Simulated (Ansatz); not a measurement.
# Bands, cutoff and cost in G0W0 for C2S3 (P2_1/c)

Aim: see how the G0W0 gap of C2S3 (P2_1/c) on PBE moves with empty bands and screening cutoff, and what each rung costs.

Calculated with Ansatz 0.2.0; G0W0 on PBE, plane waves, PAW; PAW set soft_1.

Report form: the programs' logs are mostly left out.

## (1) The structure

Symmetry: P2_1/c, No. 14, monoclinic system. Conventional cell: a = 5.805 Å, b = 6.638 Å, c = 10.779 Å, α = 90.00°, β = 109.17°, γ = 90.00°. Nearest to C lie 1 C at 1.37 Å and 2 S at 1.73 Å. C has 3 S at 1.65 to 1.75 Å nearest. Nearest to S lie 2 C at 1.73 to 1.75 Å. Nearest to S lie 2 C at 1.73 to 1.74 Å. Nearest to S lie 1 C at 1.65 Å. Farther neighbours and most contacts between anions are not listed.

Geometry: measured cell, ions relaxed with PBE. The runs that relaxed it are not among those shown.

## (2) 168 empty bands, screening to 33 eV

Now the one-shot GW correction: screening in the RPA, then the self-energy of the levels asked for. This step takes PAW set soft_1 files.

input.yaml

```yaml
crystal:
  lattice:
    - [5.805, 0.0, 0.0]
    - [0.0, 6.6377, 0.0]
    - [-3.5391430821, 0.0, 10.1819277854]
  atoms:
    - { symbol: C, position: [0.4275340412, 0.9956591813, 0.0389019337] }
    - { symbol: C, position: [0.5724659588, 0.4956591813, 0.4610980663] }
    - { symbol: C, position: [0.5724659588, 0.0043408187, 0.9610980663] }
    - { symbol: C, position: [0.4275340412, 0.5043408187, 0.5389019337] }
    - { symbol: C, position: [0.2857765633, 0.3123523348, 0.8947240389] }
    - { symbol: C, position: [0.7142234367, 0.8123523348, 0.6052759611] }
    - { symbol: C, position: [0.7142234367, 0.6876476652, 0.1052759611] }
    - { symbol: C, position: [0.2857765633, 0.1876476652, 0.3947240389] }
    - { symbol: S, position: [0.2143970329, 0.1860506622, 0.019479966] }
    - { symbol: S, position: [0.7856029671, 0.6860506622, 0.480520034] }
    - { symbol: S, position: [0.7856029671, 0.8139493378, 0.980520034] }
    - { symbol: S, position: [0.2143970329, 0.3139493378, 0.519479966] }
    - { symbol: S, position: [0.5239473935, 0.2046179098, 0.852551854] }
    - { symbol: S, position: [0.4760526065, 0.7046179098, 0.647448146] }
    - { symbol: S, position: [0.4760526065, 0.7953820902, 0.147448146] }
    - { symbol: S, position: [0.5239473935, 0.2953820902, 0.352551854] }
    - { symbol: S, position: [0.1369031152, 0.5137988273, 0.8191576789] }
    - { symbol: S, position: [0.8630968848, 0.0137988273, 0.6808423211] }
    - { symbol: S, position: [0.8630968848, 0.4862011727, 0.1808423211] }
    - { symbol: S, position: [0.1369031152, 0.9862011727, 0.3191576789] }
kpoints:
  mp_grid: { grid: [4, 2, 2] }
hamiltonian:
  xc: pbe
  pseudopotentials: { kind: paw, azcp: { folder: soft_1 } }
scf:
  occupations: { method: fixed }
gw:
  n_empty_bands: 168
  ecut_chi: 33
  qp_bands: [v4, c4]
  qp_kpoints: band_edges
  screening: { model: contour_deformation }
```

The run is started by

```console
$ ansatz run input.yaml --threads 2 --pin off --max-ram 92160MiB --backend cuda --events-out ev --progress --plain --runs-dir out --devices 1 --max-vram 13GiB
```

It took 26 s on 1 × NVIDIA H100 80GB HBM3 (shared by 6 runs) with 2 threads of AMD EPYC 7R13 (Zen 3), shared host; peak memory 1.5 GiB.

Numbers from this step:

- bands summed: 220
- RPA ε∞ on this mesh (eigenvalues): 4.135, 4.694, 5.114
- plane waves in the screening matrix: 167
- q-points in the mesh: 16
- G0W0 gap on the mesh: 2.802 eV
- k of the valence top: -0.5, 0, 0
- k of the conduction bottom: 0, 0, 0
- starting gap on the mesh: 1.591 eV
- Z at the valence top: 0.7500
- Z at the conduction bottom: 0.7557
- least direct G0W0 gap on the computed points: 2.812 eV

The gap on the mesh goes from 1.59 eV to 2.80 eV, a correction of +1.21 eV. Between the two edge states, bare exchange in place of the xc potential would open the gap by 5.83 eV, and correlation takes back 4.61 eV.

## (3) 477 empty bands, screening to 66 eV

Bands and screening cutoff are moved together, since each hides the error of the other.

input.yaml: that of step 2 with these lines changed.

```diff
@@ -34,4 +34,4 @@
 gw:
-  n_empty_bands: 168
-  ecut_chi: 33
+  n_empty_bands: 477
+  ecut_chi: 66
   qp_bands: [v4, c4]
```

Wall time 50 s (1 × NVIDIA H100 80GB HBM3 (shared by 6 runs) with 2 threads); peak memory 2.4 GiB; 69 s of CPU time.

This step gave:

```
bands summed                                 : 529
RPA ε∞ on this mesh (eigenvalues)            : 4.128, 4.683, 5.075
plane waves in the screening matrix          : 475
q-points in the mesh                         : 16
G0W0 gap on the mesh                         : 2.796 eV
k of the valence top                         : -0.5, 0, 0
k of the conduction bottom                   : 0, 0, 0
starting gap on the mesh                     : 1.591 eV
Z at the valence top                         : 0.7373
Z at the conduction bottom                   : 0.7430
least direct G0W0 gap on the computed points : 2.822 eV
```

Against the run with 4×2×2 mesh, 168 empty bands, screening to 33 eV, PAW set soft_1 files, the gap moves by −0.006 eV.

## (4) 1027 empty bands, screening to 110 eV

input.yaml: that of step 3 with these lines changed.

```diff
@@ -34,4 +34,4 @@
 gw:
-  n_empty_bands: 477
-  ecut_chi: 66
+  n_empty_bands: 1027
+  ecut_chi: 110.0
   qp_bands: [v4, c4]
```

Run time: 74 s. Hardware: 1 × NVIDIA H100 80GB HBM3 (shared by 6 runs) with 2 threads; peak memory 4.6 GiB.

Numbers from this step:

```
bands summed                                 : 1079
RPA ε∞ on this mesh (eigenvalues)            : 4.109, 4.662, 5.043
plane waves in the screening matrix          : 1033
G0W0 gap on the mesh                         : 2.804 eV
k of the valence top                         : -0.5, 0, 0
k of the conduction bottom                   : 0, 0, 0
starting gap on the mesh                     : 1.591 eV
least direct G0W0 gap on the computed points : 2.842 eV
```

Against the run with 4×2×2 mesh, 477 empty bands, screening to 66 eV, PAW set soft_1 files, the gap moves by +0.007 eV.

## (5) Changing the k mesh: 2×2×2 mesh, 477 empty bands, screening to 66 eV, PAW set soft_1 files

A second mesh at equal bands and cutoff isolates the sampling error. Bands and cutoff differ from the step before, so it is read against an earlier run that matches them.

input.yaml: that of step 4 with these lines changed.

```diff
@@ -27,3 +27,3 @@
 kpoints:
-  mp_grid: { grid: [4, 2, 2] }
+  mp_grid: { grid: [2, 2, 2] }
 hamiltonian:
@@ -34,4 +34,4 @@
 gw:
-  n_empty_bands: 1027
-  ecut_chi: 110.0
+  n_empty_bands: 477
+  ecut_chi: 66
   qp_bands: [v4, c4]
```

Wall time 33 s (1 × NVIDIA H100 80GB HBM3 (shared by 6 runs) with 2 threads); peak memory 2 GiB.

Numbers from this step:

```
bands summed                                 : 529
RPA ε∞ on this mesh (eigenvalues)            : 4.163, 4.657, 5.072
plane waves in the screening matrix          : 475
G0W0 gap on the mesh                         : 2.795 eV
k of the valence top                         : -0.5, 0, 0
k of the conduction bottom                   : 0, 0, 0
starting gap on the mesh                     : 1.590 eV
least direct G0W0 gap on the computed points : 2.820 eV
```

Against the run with 4×2×2 mesh, 477 empty bands, screening to 66 eV, PAW set soft_1 files, the gap moves by −0.002 eV.

## (6) Changing the frequency model: 4×2×2 mesh, 1027 empty bands, screening to 110 eV, plasmon pole, PAW set soft_1 files

A plasmon pole stands in for the full frequency dependence of the screening; this run shows what that costs in accuracy. Bands and cutoff differ from the step before, so it is read against an earlier run that matches them.

input.yaml: that of step 5 with these lines changed.

```diff
@@ -27,3 +27,3 @@
 kpoints:
-  mp_grid: { grid: [2, 2, 2] }
+  mp_grid: { grid: [4, 2, 2] }
 hamiltonian:
@@ -34,6 +34,6 @@
 gw:
-  n_empty_bands: 477
-  ecut_chi: 66
+  n_empty_bands: 1027
+  ecut_chi: 110.0
   qp_bands: [v4, c4]
   qp_kpoints: band_edges
-  screening: { model: contour_deformation }
+  screening: { model: godby_needs }
```

The job ended after 2.6 min (1 × NVIDIA H100 80GB HBM3 (shared by 6 runs) with 2 threads; peak memory 5.8 GiB).

Numbers from this step:

```
bands summed                                 : 1079
plasmon-pole fit frequency                   : 19.12 eV
RPA ε∞ on this mesh (eigenvalues)            : 4.109, 4.662, 5.043
plane waves in the screening matrix          : 1033
G0W0 gap on the mesh                         : 2.876 eV
k of the valence top                         : -0.5, 0, 0
k of the conduction bottom                   : 0, 0, 0
starting gap on the mesh                     : 1.591 eV
least direct G0W0 gap on the computed points : 2.901 eV
```

Against the run with 4×2×2 mesh, 1027 empty bands, screening to 110 eV, PAW set soft_1 files, the gap moves by +0.07 eV.

## (7) Changing the files and raising the bands: 4×2×2 mesh, 1523 empty bands, screening to 143 eV, hard PAW files

Other atomic data (hard PAW) test the pseudisation: the cutoff goes from 420 to 820 eV, with the same valence electrons. Bands and screening cutoff change too, so the step is no clean test of the files.

This step: G0W0 on PBE, plane waves, PAW.

input.yaml: that of step 6 with these lines changed.

```diff
@@ -30,3 +30,3 @@
   xc: pbe
-  pseudopotentials: { kind: paw, azcp: { folder: soft_1 } }
+  pseudopotentials: { kind: paw, source: ansatz }
 scf:
@@ -34,6 +34,6 @@
 gw:
-  n_empty_bands: 1027
-  ecut_chi: 110.0
+  n_empty_bands: 1523
+  ecut_chi: 143.0
   qp_bands: [v4, c4]
   qp_kpoints: band_edges
-  screening: { model: godby_needs }
+  screening: { model: contour_deformation }
```

Wall time 2.4 min (1 × NVIDIA H100 80GB HBM3 (shared by 6 runs) with 2 threads); peak memory 12 GiB.

Numbers from this step:

- bands summed: 1575
- RPA ε∞ on this mesh (eigenvalues): 4.104, 4.656, 5.037
- plane waves in the screening matrix: 1525
- G0W0 gap on the mesh: 2.807 eV
- k of the valence top: -0.5, 0, 0
- k of the conduction bottom: 0, 0, 0
- starting gap on the mesh: 1.592 eV
- least direct G0W0 gap on the computed points: 2.848 eV

Against the run with 4×2×2 mesh, 1027 empty bands, screening to 110 eV, PAW set soft_1 files, the gap moves by +0.003 eV.

## (8) The runs together

Times are wall times on 1 × NVIDIA H100 80GB HBM3 (shared by 6 runs) with 2 threads of AMD EPYC 7R13 (Zen 3), shared host, good to a factor of about two.

```csv
mesh,files,frequency,bands summed,cutoff (eV),start (eV),G0W0 (eV),time,host memory (GiB)
4×2×2,PAW set soft_1,contour deformation,220,33,1.591,2.802,26 s,1.5
4×2×2,PAW set soft_1,contour deformation,529,66,1.591,2.796,50 s,2.4
4×2×2,PAW set soft_1,contour deformation,1079,110,1.591,2.804,74 s,4.6
2×2×2,PAW set soft_1,contour deformation,529,66,1.590,2.795,33 s,2.0
4×2×2,PAW set soft_1,plasmon pole,1079,110,1.591,2.876,2.6 min,5.8
4×2×2,hard PAW,contour deformation,1575,143,1.592,2.807,2.4 min,12
```

How the two edges are built up, in eV (the quasiparticle level is the starting level plus Σx plus Σc less Vxc):

```csv
run,edge,start,Σx,Σc,Vxc,Z,QP
220 bands,valence top,3.71,-16.89,1.93,-15.02,0.75,3.77
220 bands,conduction bottom,5.30,-9.76,-2.69,-13.72,0.76,6.57
529 bands,valence top,3.71,-16.89,1.54,-15.02,0.74,3.38
529 bands,conduction bottom,5.30,-9.76,-3.08,-13.72,0.74,6.17
1079 bands,valence top,3.71,-16.89,1.27,-15.02,0.73,3.11
1079 bands,conduction bottom,5.30,-9.76,-3.34,-13.72,0.74,5.91
```

## (9) What came out

| Property | Result |
| --- | --- |
| 220 bands, 33 eV | 2.802 eV |
| 529 bands, 66 eV | 2.796 eV |
| 1079 bands, 110 eV | 2.804 eV |
| mesh and start | 4×2×2, PBE |

**Reading.** From 220 to 1079 bands the gap moves by +0.001 eV while the time grows 2.9-fold. Σc changes by −0.66 eV at the valence top and −0.66 eV at the conduction bottom, so the levels themselves move more than the gap between them. The gap turns back along the series, so no limit is drawn from it. On the 2×2×2 mesh in place of 4×2×2 the gap differs by −0.002 eV, of which −0.001 eV is already in the start. The plasmon-pole model gives +0.07 eV against contour deformation, 6 % of the correction, and saved no time in this program. With hard PAW files and 1575 bands the gap is 2.81 eV. The 4×2×2 mesh is coarse for this cell (its supercell is 13 Å along the shortest edge). The RPA ε∞ on it, from the PBE start, is 4.11, 4.66 and 5.04; such meshes misread the long-range screening, most where the gap is narrow.

[Paths, hosts, dates, memory and timing lines, banners, echoed tables and standing remarks are left out of the program output.]

[Logs are printed without paths, hosts, clocks, repeated set-up lines and the standing remarks that a program may print on its own settings, such as how far it seeks lower states.]

[Runs of the session that timed out or met a known fault of the program may be left out.]

[Cells called generated may have been cut or substituted from an entry of the Crystallography Open Database or the Materials Project.]

[Hosts, paths, dates, database ids (printed as entryN), source tags and the programs' standing remarks are cut or masked in the printed files.]
